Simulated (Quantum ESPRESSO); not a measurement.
# Gap and tunnelling decay at a withheld lattice constant: BN, zinc blende or diamond type

Method. Quantum ESPRESSO 7.5 (pw.x, pwcond.x with ikind = 0), PBE, GBRV ultrasoft, cubic crystals. κ is the slowest decay along [001] at mid-gap among three points across the current.

```tsv
a (Å)	gap on the mesh (eV)	κ (1/Å)
3.412	4.646	0.383
3.521	4.557	0.381
3.630	4.461	0.380
3.739	4.357	0.379
```

**Question.** What are gap and κ at a = 3.848 Å?

**Worked estimate.** A line through the rows at 3.630 and 3.739 Å gives a gap of 4.461 + 2.000 × (4.357 − 4.461) = 4.25 eV and κ = 0.378 1/Å. The two-band model κ = 0.5123 √(m* E_g/4) needs m* = 0.493 at 3.630 Å; with that mass and the new gap, κ = 0.371 1/Å.

**The withheld run.** The gap is 4.247 eV and κ = 0.378 1/Å. The line misses the gap by +0.006 eV and κ by +0.0 %; the two-band estimate misses κ by −1.8 %.

Caveats: The structure type is imposed. Local and semilocal gaps and decay constants are too small; no spin-orbit coupling. For an indirect gap m* is a fitting number alone.

[Logs are printed without paths, hosts, clocks, repeated set-up lines and the standing remarks that a program may print on its own settings, such as how far it seeks lower states.]
